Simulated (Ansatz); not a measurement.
# A hypothetical structure for AlPd4

Starting from a made-up structure for AlPd4, the aim is the relaxed cell, its shortest contacts and, where a second run follows, its electronic structure.

Method: DFT, r2SCAN, plane-wave PAW, files of the set soft_1, scalar-relativistic, no spin, cell and ions relaxed at zero pressure; PAW set soft_1, in the first sound run; inputs show where later runs differ, in Ansatz 0.2.0.

## 1. Set-up

Symmetry: R-3m, No. 166, trigonal system. Conventional cell: a = 2.865 Å, b = 2.865 Å, c = 32.412 Å, α = 90.00°, β = 90.00°, γ = 120.00°. Nearest to Pd lie 3 Al at 2.62 Å and 9 Pd at 2.75 to 2.87 Å. Nearest to Pd lie 12 Pd at 2.75 to 2.87 Å. Al has 6 Pd at 2.62 Å and 6 Al at 2.87 Å nearest. Farther neighbours are not listed.

## 2. Relaxing cell and atoms

The guessed cell has no reason to be at equilibrium. It is relaxed with the atoms, within the space group of the guess.

File input.yaml:

```yaml
crystal:
  lattice:
    - [1.4325, 0.827054261, 10.804]
    - [-1.4325, 0.827054261, 10.804]
    - [0.0, -1.654108521, 10.804]
  atoms:
    - { symbol: Pd, position: [0.396166667, 0.396166667, 0.396166667] }
    - { symbol: Pd, position: [0.7973, 0.7973, 0.7973] }
    - { symbol: Pd, position: [0.2027, 0.2027, 0.2027] }
    - { symbol: Pd, position: [0.603833333, 0.603833333, 0.603833333] }
    - { symbol: Al, position: [0.0, 0.0, 0.0] }
kpoints:
  mp_grid: { grid: [11, 11, 11] }
scf:
  occupations: { method: fermi_dirac, width: 0.05 }
hamiltonian:
  xc: r2scan
  pseudopotentials: { kind: paw, azcp: { folder: soft_1 } }
relax:
  f_tol: 0.015
  max_steps: 70
  cell: {}
output:
  forces: true
  stress: true
```

On the command line:

```
> ansatz run input.yaml --threads 4 --pin off --max-ram 8192MiB --backend cpu --events-out ev --progress --plain --runs-dir out
```

Numbers of over 12 decimals in the logs are rounded to 6 here.

What it wrote:

```text
basis.fft_grid_basis auto: the FFT boxes are laid along the combinations [[1, 0, -1], [0, 1, -1], [0, 0, 1]] of the cell's own vectors, 2.865, 2.865 and 10.930 Å long. The dense box has 24×24×80 points. Along the cell's own vectors, as sized, it would have 80×80×80, 11.11 times as many. Of the 12 symmetry operations that the crystal satisfies within crystal.symmetry.tolerance (time reversal apart; of a slab, those th [...]
Engine: ansatz 0.2.0, aarch64-unknown-linux-gnu
Pseudopotentials: kind: paw
Pseudopotential: Pd, paw, valence charge 18, recommended cutoff 500 eV (meta_gga), soft_1/Pd.paw.azcp
Pseudopotential: Al, paw, valence charge 3, recommended cutoff 500 eV (meta_gga), soft_1/Al.paw.azcp
Functional definition: r2SCAN
  parameter k0 = 0.174
  parameter k1 = 0.065
  parameter a1 = 4.9479
  exchange = r2scan_x(k0 = k0, k1 = k1, a1 = a1)
  correlation = r2scan_c
Crystal: 5 atoms, lattice volume = 76.801 Å³
Basis set: ecut = 500 eV, 1929 PW (Γ), FFT grids on a1−a3, a2−a3, a3, exchange–correlation on 96×96×320 points (64 copies of the dense FFT grid, shifted against one another)
Bands: 45, of which v1, the nominal top of the filled ones, is band 38 counted from 1 (37 counted from 0)
Symmetry: 12 space group operations
Space group: R-3m (ITA 166), of the structure as read, at distance tolerance 4.3e-5 Å
k-points: 146 of 1331
Non-local potential: Pd, projectors of the file, l = 0: 2, l = 1: 2, l = 2: 2, l = 3: 1
Non-local potential: Al, projectors of the file, l = 0: 2, l = 1: 2, l = 2: 1
PAW form: soft (Blöchl's): semilocal exchange-correlation on the pseudo side does not see the compensation charge
PAW frozen core: Pd, regenerated for the run's functional (the file was generated under x = pbe(κ = 0.804, μ = 0.219515), c = pbe(β = 0.066725))
PAW frozen core: Al, regenerated for the run's functional (the file was generated under x = pbe(κ = 0.804, μ = 0.219515), c = pbe(β = 0.066725))
PAW one-centre angular grid: Pd, 590 points (default); XC on 160 Gauss nodes
PAW one-centre angular grid: Al, 302 points (default); XC on 160 Gauss nodes
Initial density: superposition of atomic densities (chi_scale 0.1, normalization cell, long waves kept (reshape's long-wave potential 0.85 eV rms))
Initial wavefunctions: pseudopotential atomic-orbital guess
Functional: x = r2scan, c = r2scan; τ floored in thin density (d = 2e-4 eV/Å³)
SCF iter   1: F=—  HF=-28495.494448 eV  |F-HF|=—  |Δ(HF+E_count)|=         —  Δρ=2.08e-1  dr2=1.77e2  dr2_τ=1.35e0  ethr=3.10e-3  ⟨swp⟩=7.3  Hψ=26034  notcnv=0  defer=4
preconditioner: auto → Kerker (q_TF=auto, 2.718 Å⁻¹)  [metal: Δε(μ)=0.006 eV  Ē_g=6.819 eV  σ=0.050 eV  W_gap=0.03  n_scr=32 (ndim 8)  ℏωp=27.8 eV  f_vac=0.000  D(μ)=5.49/eV (n_scr^D=66)]
SCF iter   2: F=—  HF=-28485.632264 eV  |F-HF|=—  |Δ(HF+E_count)|=    9.86e0  Δρ=1.13e-1  dr2=1.37e1  dr2_τ=1.85e0  ethr=3.10e-3  ⟨swp⟩=3.2  Hψ=14888  notcnv=0  defer=113
SCF iter   3: F=—  HF=-28485.757660 eV  |F-HF|=—  |Δ(HF+E_count)|=   1.25e-1  Δρ=5.82e-2  dr2=2.18e1  dr2_τ=4.74e-1  ethr=3.10e-3  ⟨swp⟩=2.7  Hψ=13897  notcnv=0  defer=195
SCF iter   4: F=—  HF=-28485.263695 eV  |F-HF|=—  |Δ(HF+E_count)|=   4.94e-1  Δρ=2.12e-2  dr2=3.01e0  dr2_τ=1.73e-2  ethr=3.10e-3  ⟨swp⟩=2.3  Hψ=8481  notcnv=0  defer=196
SCF iter   5: F=—  HF=-28485.140621 eV  |F-HF|=—  |Δ(HF+E_count)|=   1.23e-1  Δρ=6.39e-3  dr2=5.88e-2  dr2_τ=1.97e-3  ethr=3.10e-3  ⟨swp⟩=2.4  Hψ=7400  notcnv=0  defer=194
SCF iter   6: F=—  HF=-28485.153110 eV  |F-HF|=—  |Δ(HF+E_count)|=   1.25e-2  Δρ=2.74e-3  dr2=4.25e-2  dr2_τ=4.63e-4  ethr=7.84e-5  ⟨swp⟩=3.0  Hψ=11501  notcnv=0  defer=224
SCF iter   7: F=—  HF=-28485.153004 eV  |F-HF|=—  |Δ(HF+E_count)|=   1.05e-4  Δρ=1.48e-3  dr2=8.65e-3  dr2_τ=1.13e-4  ethr=5.67e-5  ⟨swp⟩=1.0  Hψ=6346  notcnv=0  defer=224
SCF iter   8: F=—  HF=-28485.153109 eV  |F-HF|=—  |Δ(HF+E_count)|=   1.05e-4  Δρ=2.86e-4  dr2=8.10e-5  dr2_τ=3.47e-6  ethr=1.15e-5  ⟨swp⟩=1.0  Hψ=6398  notcnv=0  defer=223
SCF iter   9: F=—  HF=-28485.153136 eV  |F-HF|=—  |Δ(HF+E_count)|=   2.69e-5  Δρ=9.18e-5  dr2=1.46e-5  dr2_τ=2.95e-7  ethr=1.08e-7  ⟨swp⟩=2.0  Hψ=9464  notcnv=0  defer=222
SCF iter  10: F=—  HF=-28485.153140 eV  |F-HF|=—  |Δ(HF+E_count)|=   4.34e-6  Δρ=4.27e-5  dr2=1.48e-6  dr2_τ=6.89e-8  ethr=1.95e-8  ⟨swp⟩=2.0  Hψ=9541  notcnv=0  defer=222
SCF iter  11: F=—  HF=-28485.153141 eV  |F-HF|=—  |Δ(HF+E_count)|=   4.16e-7  Δρ=1.44e-5  dr2=6.45e-7  dr2_τ=1.06e-8  ethr=1.98e-9  ⟨swp⟩=2.0  Hψ=9369  notcnv=0  defer=222
SCF iter  12: F=-28485.153141 eV  HF=-28485.153141 eV  |F-HF|=1.77e-8  |Δ(HF+E_count)|=   3.79e-8  Δρ=5.32e-6  dr2=3.03e-8  dr2_τ=1.99e-9  ethr=1.33e-10  ⟨swp⟩=3.0  Hψ=22572  notcnv=0
SCF 1 converged in 12 iterations: F = -28485.153141 eV  dr2 = 3.03e-8
  greatest PAW one-centre occupation: 1.000 electrons in one spin orbital (limit 2), on the Pd atom at site 2 (counted from 0), in its partial waves of l = 0
relax step   1: F+E_penalty+E_count = -28485.15314064 eV  Δ(F+E_penalty+E_count) = +0.000e0 eV  max|allowed force component| = 1.207e0 eV/Å  Δτ_max = 0.0000 Å  P = -6.003 GPa  Ω = 76.801 Å³  (12 SCF iters, dr2 threshold 1.00e-7 eV, accepted)
Crystal: 5 atoms, lattice volume = 72.003 Å³
Basis set: ecut = 500 eV, 1815 PW (Γ), FFT grids on a1−a3, a2−a3, a3, exchange–correlation on 96×96×320 points (64 copies of the dense FFT grid, shifted against one another)
Initial density: handed on by an earlier stage of this run
Initial wavefunctions: those handed on with the density
iter 1 solved again at ethr=1.74e-3 eV; its pass at ethr=3.10e-3 eV (dr2=1.31e0 eV) is discarded
SCF iter   1: F=—  HF=-28484.150297 eV  |F-HF|=—  |Δ(HF+E_count)|=         —  Δρ=2.10e-2  dr2=1.32e0  dr2_τ=2.31e0  ethr=1.74e-3  ⟨swp⟩=1.4  Hψ=30939  notcnv=0
preconditioner: auto → Kerker (q_TF=auto, 2.747 Å⁻¹)  [metal: Δε(μ)=0.002 eV  Ē_g=8.256 eV  σ=0.050 eV  W_gap=0.01  n_scr=26 (ndim 8)  ℏωp=28.7 eV  f_vac=0.000  D(μ)=5.85/eV (n_scr^D=72)]
SCF iter   2: F=—  HF=-28485.313146 eV  |F-HF|=—  |Δ(HF+E_count)|=    1.16e0  Δρ=1.07e-2  dr2=1.97e-1  dr2_τ=8.20e-3  ethr=1.74e-3  ⟨swp⟩=2.0  Hψ=7527  notcnv=0
SCF iter   3: F=—  HF=-28485.304193 eV  |F-HF|=—  |Δ(HF+E_count)|=   8.95e-3  Δρ=6.70e-3  dr2=2.30e-1  dr2_τ=3.83e-3  ethr=2.63e-4  ⟨swp⟩=2.0  Hψ=8476  notcnv=0  defer=232
SCF iter   4: F=—  HF=-28485.295067 eV  |F-HF|=—  |Δ(HF+E_count)|=   9.13e-3  Δρ=1.89e-3  dr2=1.82e-2  dr2_τ=5.86e-4  ethr=2.63e-4  ⟨swp⟩=2.0  Hψ=6873  notcnv=0  defer=232
SCF iter   5: F=—  HF=-28485.293795 eV  |F-HF|=—  |Δ(HF+E_count)|=   1.27e-3  Δρ=1.11e-3  dr2=3.27e-3  dr2_τ=4.04e-5  ethr=2.43e-5  ⟨swp⟩=1.0  Hψ=6339  notcnv=0  defer=232
[...]
SCF iter   1: F=—  HF=-28484.929487 eV  |F-HF|=—  |Δ(HF+E_count)|=         —  Δρ=1.30e-2  dr2=5.03e-1  dr2_τ=5.39e-1  ethr=6.67e-4  ⟨swp⟩=1.3  Hψ=29199  notcnv=0
preconditioner: auto → Kerker (q_TF=auto, 2.731 Å⁻¹)  [metal: Δε(μ)=0.003 eV  Ē_g=8.207 eV  σ=0.050 eV  W_gap=0.02  n_scr=26 (ndim 8)  ℏωp=28.2 eV  f_vac=0.000  D(μ)=4.24/eV (n_scr^D=46)]
SCF iter   2: F=—  HF=-28485.368669 eV  |F-HF|=—  |Δ(HF+E_count)|=   4.39e-1  Δρ=9.21e-3  dr2=8.07e-2  dr2_τ=8.83e-3  ethr=6.67e-4  ⟨swp⟩=2.1  Hψ=10067  notcnv=0
SCF iter   3: F=—  HF=-28485.360756 eV  |F-HF|=—  |Δ(HF+E_count)|=   7.91e-3  Δρ=3.91e-3  dr2=9.18e-2  dr2_τ=6.52e-4  ethr=1.08e-4  ⟨swp⟩=2.0  Hψ=8225  notcnv=0  defer=98
SCF iter   4: F=—  HF=-28485.356862 eV  |F-HF|=—  |Δ(HF+E_count)|=   3.89e-3  Δρ=2.83e-3  dr2=1.92e-2  dr2_τ=7.53e-4  ethr=1.08e-4  ⟨swp⟩=2.0  Hψ=7052  notcnv=0  defer=105
SCF iter   5: F=—  HF=-28485.355571 eV  |F-HF|=—  |Δ(HF+E_count)|=   1.29e-3  Δρ=1.79e-3  dr2=2.40e-3  dr2_τ=9.53e-5  ethr=2.56e-5  ⟨swp⟩=1.9  Hψ=8240  notcnv=0  defer=105
SCF iter   6: F=—  HF=-28485.355320 eV  |F-HF|=—  |Δ(HF+E_count)|=   2.51e-4  Δρ=2.71e-4  dr2=4.62e-4  dr2_τ=5.43e-6  ethr=3.21e-6  ⟨swp⟩=2.2  Hψ=9660  notcnv=0  defer=105
SCF iter   7: F=—  HF=-28485.355313 eV  |F-HF|=—  |Δ(HF+E_count)|=   6.55e-6  Δρ=9.84e-5  dr2=2.61e-5  dr2_τ=4.83e-7  ethr=6.15e-7  ⟨swp⟩=1.0  Hψ=6364  notcnv=0  defer=124
SCF iter   8: F=—  HF=-28485.355315 eV  |F-HF|=—  |Δ(HF+E_count)|=   1.26e-6  Δρ=3.19e-5  dr2=7.41e-7  dr2_τ=6.33e-8  ethr=3.47e-8  ⟨swp⟩=2.6  Hψ=9508  notcnv=0  defer=129
SCF iter   9: F=-28485.355315 eV  HF=-28485.355315 eV  |F-HF|=4.49e-8  |Δ(HF+E_count)|=   3.04e-7  Δρ=1.38e-5  dr2=1.69e-7  dr2_τ=6.70e-9  ethr=6.67e-10  ⟨swp⟩=4.0  Hψ=20934  notcnv=0
SCF 3 converged in 9 iterations: F = -28485.355315 eV  dr2 = 1.69e-7
relax step   3: F+E_penalty+E_count = -28485.35531486 eV  Δ(F+E_penalty+E_count) = -6.160e-2 eV  max|allowed force component| = 1.705e-2 eV/Å  Δτ_max = 0.0495 Å  P = -1.318 GPa  Ω = 74.566 Å³  energy of the carried Pulay correction = +2.550e-3 eV  (9 SCF iters, dr2 threshold 5.00e-7 eV, accepted)
[...]
relax step   4: F+E_penalty+E_count = -28485.35723442 eV  Δ(F+E_penalty+E_count) = -1.920e-3 eV  max|allowed force component| = 3.664e-2 eV/Å  Δτ_max = 0.0065 Å  P = +0.314 GPa  Ω = 73.851 Å³  energy of the carried Pulay correction = +3.383e-3 eV  (8 SCF iters, dr2 threshold 5.00e-7 eV, accepted)
[...]
relax step   5: F+E_penalty+E_count = -28485.35842359 eV  Δ(F+E_penalty+E_count) = -1.189e-3 eV  max|allowed force component| = 3.691e-3 eV/Å  Δτ_max = 0.0049 Å  P = -0.077 GPa  Ω = 74.012 Å³  energy of the carried Pulay correction = +3.194e-3 eV  (7 SCF iters, dr2 threshold 5.00e-7 eV, accepted)
[...]
relax step   6: F+E_penalty+E_count = -28485.35848471 eV  Δ(F+E_penalty+E_count) = -6.112e-5 eV  max|allowed force component| = 8.640e-4 eV/Å  Δτ_max = 0.0003 Å  P = -0.014 GPa  Ω = 73.980 Å³  energy of the carried Pulay correction = +3.231e-3 eV  (6 SCF iters, dr2 threshold 3.51e-8 eV, accepted)
Initial wavefunctions: pseudopotential atomic-orbital guess (no wavefunctions were taken with the density)
iter 1 solved again at ethr=1.70e-7 eV; its pass at ethr=3.10e-3 eV (dr2=1.27e-4 eV) is discarded
SCF iter   1: F=—  HF=-28485.355437 eV  |F-HF|=—  |Δ(HF+E_count)|=         —  Δρ=1.54e-4  dr2=2.19e-6  dr2_τ=1.10e-5  ethr=1.70e-7  ⟨swp⟩=2.9  Hψ=40462  notcnv=0
preconditioner: auto → Kerker (q_TF=auto, 2.735 Å⁻¹)  [metal: Δε(μ)=0.012 eV  Ē_g=8.213 eV  σ=0.050 eV  W_gap=0.06  n_scr=26 (ndim 8)  ℏωp=28.3 eV  f_vac=0.000  D(μ)=4.44/eV (n_scr^D=52)]
SCF iter   2: F=—  HF=-28485.355444 eV  |F-HF|=—  |Δ(HF+E_count)|=   6.28e-6  Δρ=8.05e-5  dr2=7.25e-7  dr2_τ=6.91e-7  ethr=2.93e-9  ⟨swp⟩=2.1  Hψ=10111  notcnv=0
SCF iter   3: F=—  HF=-28485.355445 eV  |F-HF|=—  |Δ(HF+E_count)|=   1.65e-6  Δρ=1.48e-5  dr2=4.00e-8  dr2_τ=2.95e-8  ethr=9.66e-10  ⟨swp⟩=2.0  Hψ=9766  notcnv=0
SCF iter   4: F=—  HF=-28485.355445 eV  |F-HF|=—  |Δ(HF+E_count)|=   6.43e-8  Δρ=2.47e-6  dr2=1.30e-9  dr2_τ=4.88e-10  ethr=5.33e-11  ⟨swp⟩=2.0  Hψ=11522  notcnv=0
SCF iter   5: F=—  HF=-28485.355445 eV  |F-HF|=—  |Δ(HF+E_count)|=   4.07e-9  Δρ=1.13e-6  dr2=2.47e-9  dr2_τ=9.17e-11  ethr=1.73e-12  ⟨swp⟩=2.0  Hψ=10497  notcnv=0
SCF iter   6: F=—  HF=-28485.355445 eV  |F-HF|=—  |Δ(HF+E_count)|=  4.00e-11  Δρ=3.89e-7  dr2=1.12e-10  dr2_τ=7.96e-12  ethr=1.73e-12  ⟨swp⟩=2.2  Hψ=9251  notcnv=0
SCF iter   7: F=—  HF=-28485.355445 eV  |F-HF|=—  |Δ(HF+E_count)|=  1.38e-10  Δρ=3.00e-7  dr2=2.33e-10  dr2_τ=4.42e-12  ethr=1.00e-12  ⟨swp⟩=4.0  Hψ=21324  notcnv=0
SCF iter   8: F=-28485.355445 eV  HF=-28485.355445 eV  |F-HF|=0.00e0  |Δ(HF+E_count)|=  1.46e-11  Δρ=4.29e-8  dr2=5.16e-12  dr2_τ=1.33e-13  ethr=1.00e-12  ⟨swp⟩=3.0  Hψ=21796  notcnv=0
SCF 7 converged in 8 iterations: F = -28485.355445 eV  dr2 = 5.16e-12
relax step   7: F+E_penalty+E_count = -28485.35544543 eV  Δ(F+E_penalty+E_count) = +3.039e-3 eV  max|allowed force component| = 9.869e-4 eV/Å  Δτ_max = 0.0000 Å  P = -0.037 GPa  Ω = 73.980 Å³  stress off target by 4.47e-2 GPa  SCF on the basis re-selected at this cell (its energy is not comparable with the rows above)  (8 SCF iters)
basis re-selected at this cell: Δ(F+E_penalty+E_count) = +3.039e-3 eV, ΔP = -0.024 GPa vs the last step (what re-selecting the basis moved, of the pressure what is left beyond the Pulay correction that the steps carried, after the strain that the cell walked since its last selection, with what the two solves' SCF thresholds leave and, on support functions, any second-order correction that the steps lacked; it is no m [...]
SCF converged after 8 iterations
Free energy (F): -28485.355445 eV
Harris-Foulkes:  -28485.355445 eV  (|F-HF|=0.00e0)
Internal energy: -28485.319222 eV  (E = F + TS)
E sigma→0 (E₀):  -28485.337334 eV
Entropy (-TS):   -0.036223 eV (-7.245 meV/atom)
Fermi energy:    17.289313 eV
--- Per-component energies (eV) ---
  E_band       = -756.912076
  E_kinetic    = 1829.214822
  E_local      = -9808.722103  (includes V_loc(G=0)·N_el)
  E_nonlocal   = 1494.038490
  E_hartree    = 4131.606457
  E_xc         = -557.450290
  E_vxc        = -793.556780  (∫ρ·V_xc dr)
  E_paw        = -15807.096863  (= ΣΔE_a)
  E_vpaw       = -1799.907106  (= ΣTr[D̂ρ^β])
  E_aug_tail   = 0.000621  (compensation charges beyond the density's cutoff)
  E_vtau       = 58.806996  (kinetic-family band-sum trace: ∫τ·v_τ [+ j·A + Jᵃ·Aᵃ] dr)
  E_ewald      = -9765.041915
  E_core_change = -1.868441  (= ΣΔE_core)
  E_smearing   = -0.036223  (= −TS)
  E_closure    = -0.000000  (closes the sum)
  Σ components = -28485.355445   (vs F -28485.355445, Δ=0.00e0)
--- Forces (eV/Å), atoms counted from 1 ---
  atom   1  Pd    -0.00000000     0.00000000     0.00054209
  atom   2  Pd    -0.00000000    -0.00000000    -0.00098692
  atom   3  Pd     0.00000000     0.00000000     0.00098692
  atom   4  Pd     0.00000000    -0.00000000    -0.00054209
  atom   5  Al    -0.00000000     0.00000000    -0.00000000
  max |Σ_I F_I| component: 2.31e-18 eV/Å
--- Stress (GPa, compression-positive) ---
       -0.044698       0.000000      -0.000000
        0.000000      -0.044698       0.000000
       -0.000000       0.000000      -0.022492
  P = ⅓ Tr σ = -0.0373 GPa (-0.373 kbar)
--- Relaxed structure (6 steps of the walk, 6 accepted, 1 SCFs on fresh bases) ---
  F+E_penalty+E_count = -28485.35544543 eV   max|allowed force component| = 9.869e-4 eV/Å   (the final SCF, on the basis selected at the relaxed cell)
  cell:  # Å, volume = 73.9803 Å³
    - [1.412502, 0.815509, 10.704027]
    - [-1.412502, 0.815509, 10.704027]
    - [0, -1.631017, 10.704027]
  atoms:
    - { symbol: Pd, position: [0.393120, 0.393120, 0.393120] }
    - { symbol: Pd, position: [0.798161, 0.798161, 0.798161] }
    - { symbol: Pd, position: [0.201839, 0.201839, 0.201839] }
    - { symbol: Pd, position: [0.606880, 0.606880, 0.606880] }
    - { symbol: Al, position: [1.0687479762719739e-19, 1.0687479762716437e-19, 1.068747976641126e-19] }
```

Run time: 75 s. Hardware: 4 threads of Arm Neoverse V2, shared host; peak memory 0.89 GiB; 5 min of CPU time.

Step by step:

```tsv
step	energy less that of the first step (eV)	largest force component (eV/Å)	pressure (GPa)	volume (Å³)
1	0.0000	1.2075	-6.00	76.80
2	-0.1406	0.7765	5.05	72.00
3	-0.2022	0.0170	-1.32	74.57
4	-0.2041	0.0366	0.31	73.85
5	-0.2053	0.0037	-0.08	74.01
6	-0.2053	0.0009	-0.01	73.98
7*	-0.2023	0.0010	-0.04	73.98
```

Relaxation steps marked * repeat the geometry before them on a plane-wave basis chosen anew for their cell, so energy and pressure can jump there.

Forces are held to the 12 operations that the run works with; a distortion that breaks them can't arise in this run.

```tsv
conventional cell, symmetrised	before	after	change
a (Å)	2.865	2.825	-1.4 %
b (Å)	2.865	2.825	-1.4 %
c (Å)	32.412	32.112	-0.9 %
volume (Å³/atom)	15.36	14.80	-3.7 %
```

The atoms that moved most (Å, as changes of fractional coordinates times the final cell):

```tsv
atom	dx	dy	dz	length
Pd4	0.000	0.000	0.098	0.098
Pd1	0.000	0.000	-0.098	0.098
Pd2	0.000	0.000	0.028	0.028
Pd3	0.000	0.000	-0.028	0.028
```

Final coordinates:

```xyz
5
Lattice="1.4125 0.8155 10.7040 -1.4125 0.8155 10.7040 0.0000 -1.6310 10.7040" Properties=species:S:1:pos:R:3 pbc="T T T"
Pd    0.0000    0.0000   12.6239
Pd    0.0000    0.0000   25.6306
Pd    0.0000    0.0000    6.4815
Pd    0.0000    0.0000   19.4882
Al    0.0000    0.0000    0.0000
```

This step gave:

```
free energy             : -28485.3554 eV
energy at zero smearing : -28485.3373 eV
smearing term TS        : 0.03622 eV
Fermi energy            : 17.29 eV
electrons               : 75
symmetry operations     : 12
pressure                : -0.03730 GPa
```

The shortest distance of each pair, which need not be the same contact before and after:

```tsv
pair	guess (Å)	relaxed (Å)
Al–Pd	2.624	2.519
Pd–Pd	2.750	2.786
Al–Al	2.865	2.825
```

The relaxation ends with a largest force component of 9.9e-4 eV/Å and a pressure of -0.04 GPa.

(Continued in part 2 of 2.)

[Logs are printed without paths, hosts, clocks, repeated set-up lines and the standing remarks that a program may print on its own settings, such as how far it seeks lower states.]

[Hosts, paths, dates, database ids (printed as entryN), source tags and the programs' standing remarks are cut or masked in the printed files.]
